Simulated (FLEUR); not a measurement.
# FeNiPt2: energy against a fixed spin moment, part 2 of 2

Aim: the energy of FeNiPt2 as a function of its total spin moment.

FLEUR MaX-R8.1; LDA (VWN); all-electron FLAPW, Dirac cores, scalar-relativistic bands.

So far, magnetization (μB): step 2 (unconstrained state) 4.55.

### 4. Moment fixed at 4.608 μB

Two Fermi energies hold the total moment; the run starts from the free run's density.

File inp.xml:

```
<?xml version="1.0" encoding="UTF-8" standalone="no"?>
<fleurInput fleurInputVersion="0.39">
   <comment>
      FeNiPt2
   </comment>
   <calculationSetup>
      <cutoffs Kmax="3.6" Gmax="10.8" GmaxXC="10.8" numbands="0"/>
      <scfLoop itmax="90" minDistance="0.00002" maxIterBroyd="15" imix="Anderson" alpha="0.05" precondParam="0.0" spinf="2.0" sdNocoIR="T"/>
      <coreElectrons ctail="T" frcor="F" kcrel="0" coretail_lmax="0"/>
      <xcFunctional name="vwn" relativisticCorrections="F"/>
      <magnetism jspins="2" fixed_moment="4.608"/>
      <soc l_soc="F" theta="0.0" phi="0.0" spav="F"/>
      <expertModes spex="0" secvar="F"/>
      <geometryOptimization l_f="F" forcealpha="1.0" forcemix="BFGS" epsdisp="0.00001" epsforce="0.00001"/>
      <ldaU l_linMix="F" mixParam="0.05" spinf="1.0"/>
   </calculationSetup>
   <cell>
      <bzIntegration valenceElectrons="66.0" mode="hist" fermiSmearingEnergy="0.00293995">
         <kPointListSelection listName="default-1"/>
         <xi:include xmlns:xi="http://www.w3.org/2001/XInclude" href="kpts.xml"> </xi:include>
      </bzIntegration>
      <xi:include xmlns:xi="http://www.w3.org/2001/XInclude" href="sym.xml"> </xi:include>
      <bulkLattice scale="1.0">
         <bravaisMatrix>
            <row-1>    7.2903997384244095     0.0000000000000000     0.0000000000000000</row-1>
            <row-2>    0.0000000000000000     7.2903997384244095     0.0000000000000000</row-2>
            <row-3>    0.0000000000000000     0.0000000000000000     6.8778984902611811</row-3>
         </bravaisMatrix>
      </bulkLattice>
   </cell>
   <atomSpecies>
      <species name="Iron (Fe) 2.800" element="Fe" atomicNumber="26">
         <mtSphere radius="2.44" gridPoints="807" logIncrement="0.015"/>
         <atomicCutoffs lmax="10" lnonsphr="8"/>
         <electronConfig flipSpins="F">
            <coreConfig>(1s1/2) (2s1/2) (2p1/2) (2p3/2)</coreConfig>
            <valenceConfig>(3s1/2) (3p1/2) (3p3/2) (4s1/2) (3d3/2) (3d5/2)</valenceConfig>
            <stateOccupation state="(3d3/2)" spinUp="1.4" spinDown="1.0"/>
            <stateOccupation state="(3d5/2)" spinUp="3.0" spinDown="0.6"/>
         </electronConfig>
         <energyParameters s="4" p="4" d="3" f="4"/>
         <lo type="SCLO" l="0" n="3" eDeriv="0"/>
         <lo type="SCLO" l="1" n="3" eDeriv="0"/>
      </species>
      <species name="Nickel (Ni1.001" element="Ni" atomicNumber="28">
         <mtSphere radius="2.44" gridPoints="807" logIncrement="0.015"/>
         <atomicCutoffs lmax="10" lnonsphr="8"/>
         <electronConfig flipSpins="F">
            <coreConfig>(1s1/2) (2s1/2) (2p1/2) (2p3/2)</coreConfig>
            <valenceConfig>(3s1/2) (3p1/2) (3p3/2) (4s1/2) (3d3/2) (3d5/2)</valenceConfig>
            <stateOccupation state="(3d3/2)" spinUp="1.6" spinDown="1.6"/>
            <stateOccupation state="(3d5/2)" spinUp="2.9005" spinDown="1.8995"/>
         </electronConfig>
         <energyParameters s="4" p="4" d="3" f="4"/>
         <lo type="SCLO" l="0" n="3" eDeriv="0"/>
         <lo type="SCLO" l="1" n="3" eDeriv="0"/>
      </species>
      <species name="Platinum (Pt)" element="Pt" atomicNumber="78">
         <mtSphere radius="2.44" gridPoints="807" logIncrement="0.017"/>
         <atomicCutoffs lmax="10" lnonsphr="8"/>
         <electronConfig flipSpins="F">
            <coreConfig>(1s1/2) (2s1/2) (2p1/2) (2p3/2) (3s1/2) (3p1/2) (3p3/2) (4s1/2) (3d3/2) (3d5/2) (4p1/2) (4p3/2) (5s1/2) (4d3/2) (4d5/2) (4f5/2) (4f7/2)</coreConfig>
            <valenceConfig>(5p1/2) (5p3/2) (6s1/2) (5d3/2) (5d5/2)</valenceConfig>
            <stateOccupation state="(6s1/2)" spinUp="0.500000" spinDown="0.500000"/>
            <stateOccupation state="(5d3/2)" spinUp="1.800000" spinDown="1.800000"/>
            <stateOccupation state="(5d5/2)" spinUp="2.700000" spinDown="2.700000"/>
         </electronConfig>
         <energyParameters s="6" p="6" d="5" f="5"/>
         <lo type="SCLO" l="1" n="5" eDeriv="0"/>
      </species>
   </atomSpecies>
   <atomGroups>
      <atomGroup species="Iron (Fe) 2.800">
         <relPos label="                   1">.0000000000 .0000000000 .0000000000</relPos>
         <force calculate="T" relaxXYZ="TTT"/>
      </atomGroup>
      <atomGroup species="Nickel (Ni1.001">
         <relPos label="                   2">1.000/2.000 1.000/2.000 .0000000000</relPos>
         <force calculate="T" relaxXYZ="TTT"/>
      </atomGroup>
      <atomGroup species="Platinum (Pt)">
         <relPos label="                   3">1.000/2.000 .0000000000 1.000/2.000</relPos>
         <relPos label="                   4">.0000000000 1.000/2.000 1.000/2.000</relPos>
         <force calculate="T" relaxXYZ="TTT"/>
      </atomGroup>
   </atomGroups>
   <output dos="F" band="F" slice="F">
      <bandDOS minEnergy="-.5*Htr" maxEnergy="0.5*Htr" sigma="0.015" storeEVData="T"/>
      <plotting iplot="0" polar="F">
         <plot TwoD="T" vec1="  1.0  0.0  0.0" vec2="  0.0  1.0  0.0" vec3="  0.0  0.0  1.0" zero="  0.0  0.0  0.0" file="plot"/>
      </plotting>
      <moessbauerParams electricFieldGradient="F" isomerShift="F" coreHyperfine="F" valenceHyperfine="F"/>
   </output>
</fleurInput>
```

The run is started by

```console
$ OMP_NUM_THREADS=1 mpirun -n 4 fleur_MPI > fleur.log
```

What it wrote:

```text
[banner, memory and clock lines left out]
Welcome to FLEUR        (www.flapw.de)
      MaX-Release 8.1          (www.max-centre.eu)

 ========== k-point set info ==========
 Selected k-point list: default-1
 k-point list type: mesh
 0 x 0 x 0
 Number of k points: 76

 [... set-up left out ...]
 Iteration:     1   Distance:       0.44248211 me/bohr^3
 Iteration:     2   Distance:       0.42920129 me/bohr^3
 Iteration:     3   Distance:       0.39922021 me/bohr^3
 Iteration:     4   Distance:       0.27766628 me/bohr^3
 Iteration:     5   Distance:       0.04542750 me/bohr^3
 Iteration:     6   Distance:       0.02458061 me/bohr^3
 Iteration:     7   Distance:       0.01703718 me/bohr^3
 Iteration:     8   Distance:       0.00478994 me/bohr^3
 Iteration:     9   Distance:       0.00256484 me/bohr^3
 Iteration:    10   Distance:       0.00182919 me/bohr^3
 Iteration:    11   Distance:       0.00110340 me/bohr^3
 Iteration:    12   Distance:       0.00018376 me/bohr^3
 Iteration:    13   Distance:       0.00012438 me/bohr^3
 Iteration:    14   Distance:       0.00008116 me/bohr^3
 Iteration:    15   Distance:       0.00001649 me/bohr^3

 ********************************************************************
 Run finished successfully
 Stop message:
   all done
 ********************************************************************

--- out.xml (last complete iteration) ---
<iteration numberForCurrentRun="   15" overallNumber="   43">
         [... left out ...]
         <bandgap value="0.0150520766" units="eV"/>
         <sumValenceSingleParticleEnergies value="-19.7309894288" units="Htr"/>
         <bandgap value="0.0053446134" units="eV"/>
         <sumValenceSingleParticleEnergies value="-40.0832219330" units="Htr"/>
         <FermiEnergy value="0.4125274868" units="Htr"/>
         <FixedTotalMoment fermiEnergyUp="0.4135676640" fermiEnergyDown="0.4125274868" units="Htr"/>
         [... left out ...]
         <magneticMomentsInMTSpheres units="muBohr">
            <globalMagMoment atomType="1" vec="0.00000   0.00000   3.11523"/>
            <globalMagMoment atomType="2" vec="0.00000   0.00000   0.75205"/>
            <globalMagMoment atomType="3" vec="0.00000   0.00000   0.39262"/>
         </magneticMomentsInMTSpheres>
         [... left out ...]
         <totalEnergy value="   -39661.9855443918" units="Htr">
            <sumOfEigenvalues value="   -24244.7191457256">
               <coreElectrons value="-24204.6359237925"/>
               <valenceElectrons value="-40.0832219330"/>
            </sumOfEigenvalues>
         [... left out ...]
            <freeEnergy value="-39661.9885922658"/>
            <extrapolationTo0K value="-39661.9870683288"/>
         </totalEnergy>
         <densityConvergence units="me/bohr^3">
            <chargeDensity spin="1" distance="0.0000045922"/>
            <chargeDensity spin="2" distance="0.0000147946"/>
            <overallChargeDensity distance="0.0000144221"/>
            <spinDensity distance="0.0000164906"/>
         </densityConvergence>
      </iteration>
```

Run time: 36 s. Hardware: 4 MPI ranks of Intel Xeon Platinum 8375C at 2.90GHz (Ice Lake), shared host; peak memory 0.33 GiB; 2.4 min of CPU time.

Numbers from this step:

| Property | Result |
| --- | --- |
| magnetization | 4.608 μB |

Its energy lies +0.1 meV a cell from the free run's.

### 5. Moment fixed at 3.84 μB

Changes to inp.xml since step 4:

```diff
@@ -10,3 +10,3 @@
       <xcFunctional name="vwn" relativisticCorrections="F"/>
-      <magnetism jspins="2" fixed_moment="4.608"/>
+      <magnetism jspins="2" fixed_moment="3.84"/>
       <soc l_soc="F" theta="0.0" phi="0.0" spav="F"/>
```

What it wrote:

```text
[banner, memory and clock lines left out]
Welcome to FLEUR        (www.flapw.de)
      MaX-Release 8.1          (www.max-centre.eu)

 ========== k-point set info ==========
 Selected k-point list: default-1
 k-point list type: mesh
 0 x 0 x 0
 Number of k points: 76

 [... set-up left out ...]
 Iteration:     1   Distance:       5.79793040 me/bohr^3
 Iteration:     2   Distance:       5.86939089 me/bohr^3
 Iteration:     3   Distance:       5.59376627 me/bohr^3
 Iteration:     4   Distance:       4.02742859 me/bohr^3
 Iteration:     5   Distance:       1.22174092 me/bohr^3
[...]
<sumOfEigenvalues value="   -24244.7971890992">
               <coreElectrons value="-24204.7669887205"/>
               <valenceElectrons value="-40.0302003787"/>
            </sumOfEigenvalues>
         [... left out ...]
            <freeEnergy value="-39661.9867462530"/>
            <extrapolationTo0K value="-39661.9846698435"/>
         </totalEnergy>
         <densityConvergence units="me/bohr^3">
            <chargeDensity spin="1" distance="0.0000082678"/>
            <chargeDensity spin="2" distance="0.0000083391"/>
            <overallChargeDensity distance="0.0000144340"/>
            <spinDensity distance="0.0000082130"/>
         </densityConvergence>
      </iteration>
```

It took 78 s on 4 MPI ranks; peak memory 0.32 GiB.

This step gave:

```
magnetization : 3.84 μB
```

Its energy lies +50.3 meV a cell from the free run's.

### 6. Moment fixed at 5.376 μB

Changes to inp.xml since step 5:

```diff
@@ -10,3 +10,3 @@
       <xcFunctional name="vwn" relativisticCorrections="F"/>
-      <magnetism jspins="2" fixed_moment="3.84"/>
+      <magnetism jspins="2" fixed_moment="5.376"/>
       <soc l_soc="F" theta="0.0" phi="0.0" spav="F"/>
```

What it wrote:

```text
[banner, memory and clock lines left out]
Welcome to FLEUR        (www.flapw.de)
      MaX-Release 8.1          (www.max-centre.eu)

 ========== k-point set info ==========
 Selected k-point list: default-1
 k-point list type: mesh
 0 x 0 x 0
 Number of k points: 76

 [... set-up left out ...]
 Iteration:     1   Distance:       6.04575307 me/bohr^3
 Iteration:     2   Distance:       5.65567858 me/bohr^3
 Iteration:     3   Distance:       4.44832193 me/bohr^3
 Iteration:     4   Distance:       2.99631425 me/bohr^3
 Iteration:     5   Distance:       0.43328067 me/bohr^3
[...]
<sumOfEigenvalues value="   -24244.7395240715">
               <coreElectrons value="-24204.5559241111"/>
               <valenceElectrons value="-40.1835999604"/>
            </sumOfEigenvalues>
         [... left out ...]
            <freeEnergy value="-39661.9844153808"/>
            <extrapolationTo0K value="-39661.9834370108"/>
         </totalEnergy>
         <densityConvergence units="me/bohr^3">
            <chargeDensity spin="1" distance="0.0000095712"/>
            <chargeDensity spin="2" distance="0.0000111835"/>
            <overallChargeDensity distance="0.0000158286"/>
            <spinDensity distance="0.0000135207"/>
         </densityConvergence>
      </iteration>
```

Run time: 62 s. Hardware: 4 MPI ranks; peak memory 0.33 GiB; 4.1 min of CPU time.

Numbers from this step:

* magnetization: 5.376 μB

Its energy lies +113.8 meV a cell from the free run's.

### 7. A faulty input

An input with a fault is tried, to see how the program answers.

File inp.xml:

```
<?xml version="1.0" encoding="UTF-8" standalone="no"?>
<fleurInput fleurInputVersion="0.39">
   <comment>
      FeNiPt2
   </comment>
   <calculationSetup>
      <cutoffs Kmax="3.6" Gmax="10.8" GmaxXC="10.8" numbands="0"/>
      <scfLoop itmax="75" minDistance="0.00002" maxIterBroyd="15" imix="Anderson" alpha="0.05" precondParam="0.0" spinf="2.0" sdNocoIR="T"/>
      <coreElectrons ctail="T" frcor="F" kcrel="0" coretail_lmax="0"/>
      <xcFunctional name="vwn" relativisticCorrections="F"/>
      <magnetism jspins="2"/>
      <soc l_soc="T" theta="0.37" phi="0.11" spav="F"/>
      <expertModes spex="0" secvar="F"/>
      <geometryOptimization l_f="F" forcealpha="1.0" forcemix="BFGS" epsdisp="0.00001" epsforce="0.00001"/>
      <ldaU l_linMix="F" mixParam="0.05" spinf="1.0"/>
   </calculationSetup>
   <cell>
      <bzIntegration valenceElectrons="66.0" mode="hist" fermiSmearingEnergy="0.00293995">
         <kPointListSelection listName="default-1"/>
         <xi:include xmlns:xi="http://www.w3.org/2001/XInclude" href="kpts.xml"> </xi:include>
      </bzIntegration>
      <xi:include xmlns:xi="http://www.w3.org/2001/XInclude" href="sym.xml"> </xi:include>
      <bulkLattice scale="1.0">
         <bravaisMatrix>
            <row-1>    7.2903997384244095     0.0000000000000000     0.0000000000000000</row-1>
            <row-2>    0.0000000000000000     7.2903997384244095     0.0000000000000000</row-2>
            <row-3>    0.0000000000000000     0.0000000000000000     6.8778984902611811</row-3>
         </bravaisMatrix>
      </bulkLattice>
   </cell>
   <atomSpecies>
      <species name="Iron (Fe) 2.800" element="Fe" atomicNumber="26">
         <mtSphere radius="2.44" gridPoints="807" logIncrement="0.015"/>
         <atomicCutoffs lmax="10" lnonsphr="8"/>
         <electronConfig flipSpins="F">
            <coreConfig>(1s1/2) (2s1/2) (2p1/2) (2p3/2)</coreConfig>
            <valenceConfig>(3s1/2) (3p1/2) (3p3/2) (4s1/2) (3d3/2) (3d5/2)</valenceConfig>
            <stateOccupation state="(3d3/2)" spinUp="1.4" spinDown="1.0"/>
            <stateOccupation state="(3d5/2)" spinUp="3.0" spinDown="0.6"/>
         </electronConfig>
         <energyParameters s="4" p="4" d="3" f="4"/>
         <lo type="SCLO" l="0" n="3" eDeriv="0"/>
         <lo type="SCLO" l="1" n="3" eDeriv="0"/>
      </species>
      <species name="Nickel (Ni1.001" element="Ni" atomicNumber="28">
         <mtSphere radius="2.44" gridPoints="807" logIncrement="0.015"/>
         <atomicCutoffs lmax="10" lnonsphr="8"/>
         <electronConfig flipSpins="F">
            <coreConfig>(1s1/2) (2s1/2) (2p1/2) (2p3/2)</coreConfig>
            <valenceConfig>(3s1/2) (3p1/2) (3p3/2) (4s1/2) (3d3/2) (3d5/2)</valenceConfig>
            <stateOccupation state="(3d3/2)" spinUp="1.6" spinDown="1.6"/>
            <stateOccupation state="(3d5/2)" spinUp="2.9005" spinDown="1.8995"/>
         </electronConfig>
         <energyParameters s="4" p="4" d="3" f="4"/>
         <lo type="SCLO" l="0" n="3" eDeriv="0"/>
         <lo type="SCLO" l="1" n="3" eDeriv="0"/>
      </species>
      <species name="Platinum (Pt)" element="Pt" atomicNumber="78">
         <mtSphere radius="2.44" gridPoints="807" logIncrement="0.017"/>
         <atomicCutoffs lmax="10" lnonsphr="8"/>
         <electronConfig flipSpins="F">
            <coreConfig>(1s1/2) (2s1/2) (2p1/2) (2p3/2) (3s1/2) (3p1/2) (3p3/2) (4s1/2) (3d3/2) (3d5/2) (4p1/2) (4p3/2) (5s1/2) (4d3/2) (4d5/2) (4f5/2) (4f7/2)</coreConfig>
            <valenceConfig>(5p1/2) (5p3/2) (6s1/2) (5d3/2) (5d5/2)</valenceConfig>
            <stateOccupation state="(6s1/2)" spinUp="0.500000" spinDown="0.500000"/>
            <stateOccupation state="(5d3/2)" spinUp="1.800000" spinDown="1.800000"/>
            <stateOccupation state="(5d5/2)" spinUp="2.700000" spinDown="2.700000"/>
         </electronConfig>
         <energyParameters s="6" p="6" d="5" f="5"/>
         <lo type="SCLO" l="1" n="5" eDeriv="0"/>
      </species>
   </atomSpecies>
   <atomGroups>
      <atomGroup species="Iron (Fe) 2.800">
         <relPos label="                   1">.0000000000 .0000000000 .0000000000</relPos>
         <force calculate="T" relaxXYZ="TTT"/>
      </atomGroup>
      <atomGroup species="Nickel (Ni1.001">
         <relPos label="                   2">1.000/2.000 1.000/2.000 .0000000000</relPos>
         <force calculate="T" relaxXYZ="TTT"/>
      </atomGroup>
      <atomGroup species="Platinum (Pt)">
         <relPos label="                   3">1.000/2.000 .0000000000 1.000/2.000</relPos>
         <relPos label="                   4">.0000000000 1.000/2.000 1.000/2.000</relPos>
         <force calculate="T" relaxXYZ="TTT"/>
      </atomGroup>
   </atomGroups>
   <output dos="F" band="F" slice="F">
      <bandDOS minEnergy="-.5*Htr" maxEnergy="0.5*Htr" sigma="0.015" storeEVData="T"/>
      <plotting iplot="0" polar="F">
         <plot TwoD="T" vec1="  1.0  0.0  0.0" vec2="  0.0  1.0  0.0" vec3="  0.0  0.0  1.0" zero="  0.0  0.0  0.0" file="plot"/>
      </plotting>
      <moessbauerParams electricFieldGradient="F" isomerShift="F" coreHyperfine="F" valenceHyperfine="F"/>
   </output>
</fleurInput>
```

File crystal.txt:

```
FeNiPt2
&input film=F cartesian=F /
3.85791340000  0.00000000000  0.00000000000
0.00000000000  3.85791340000  0.00000000000
0.00000000000  0.00000000000  3.63962714000
1.8897261246
1.0 1.0 1.0

4
26 0.00000000000  0.00000000000  0.00000000000 : 2.800
28 0.50000000000  0.50000000000  0.00000000000 : 1.001
78 0.50000000000  0.00000000000  0.50000000000
78 0.00000000000  0.50000000000  0.50000000000

&kpt div1=8 div2=8 div3=8 gamma=T /
```

The run is started by

```console
$ OMP_NUM_THREADS=1 inpgen -f crystal.txt > inpgen.log  # inp.xml is then edited as shown
$ OMP_NUM_THREADS=1 mpirun -n 4 fleur_MPI > fleur.log
```

What it wrote:

```text
Welcome to FLEUR        (www.flapw.de)
      MaX-Release 8.1          (www.max-centre.eu)
**************FLEUR-Error*****************
Error message: mapatom
Error occurred in subroutine: mapatom
Error from PE:0/4
*****************************************

Memory (rank 0): 0.031 GB (peak 0.029 GB)
```

The job ended after 2.9 s (4 MPI ranks; peak memory 0.11 GiB).

The program refused the input before any cycle.

The program's message: “mapatom”

The fault in the input: spin-orbit coupling along an axis that the symmetry forbids.

The symmetry operations must keep the spin axis; inpgen finds them when the axis is given by &soc.

### 8. All moments

The other moments were run in the same way.

Energy over the lowest against total spin moment:

| total spin moment (μB a cell) | energy over the lowest (meV a cell) |
| --- | --- |
| 0.00 | 813 |
| 0.77 | 675 |
| 1.54 | 495 |
| 2.30 | 308 |
| 3.07 | 154 |
| 3.84 | 50.3 |
| 4.55 | 0 |
| 4.61 | 0.0991 |
| 5.38 | 114 |
| 6.14 | 574 |

The moment, largest sphere moment by total spin moment:

| total spin moment (μB a cell) | moment, largest sphere moment (μB) |
| --- | --- |
| 0.00 | 0 |
| 0.77 | 1.52 |
| 1.54 | 2.14 |
| 2.30 | 2.65 |
| 3.07 | 2.93 |
| 3.84 | 3.00 |
| 4.55 | 3.10 |
| 4.61 | 3.12 |
| 5.38 | 3.28 |
| 6.14 | 3.44 |

### 9. Outcome

```
moment of the free run     : 4.55 μB a cell
moment of the lowest point : 4.55 μB a cell
energy of the spinless run : 813 meV a cell over the lowest
```

In words: The lowest point lies 813 meV a cell under the spinless run, in free energy at a smearing of 0.08 eV. The point at zero is the spinless run. Opposed orders, which also have no total moment, were not run.

[Logs and program files are shortened in this print: banners, set-up blocks, solver, clock and traceback lines can be left out without a mark of their own.]

[Logs are printed without paths, hosts, clocks, repeated set-up lines and the standing remarks that a program may print on its own settings, such as how far it seeks lower states.]

[Hosts, paths, dates, database ids (printed as entryN), source tags and the programs' standing remarks are cut or masked in the printed files.]

[Where a cell is said to come from a database of computed structures, the database is the Materials Project.]
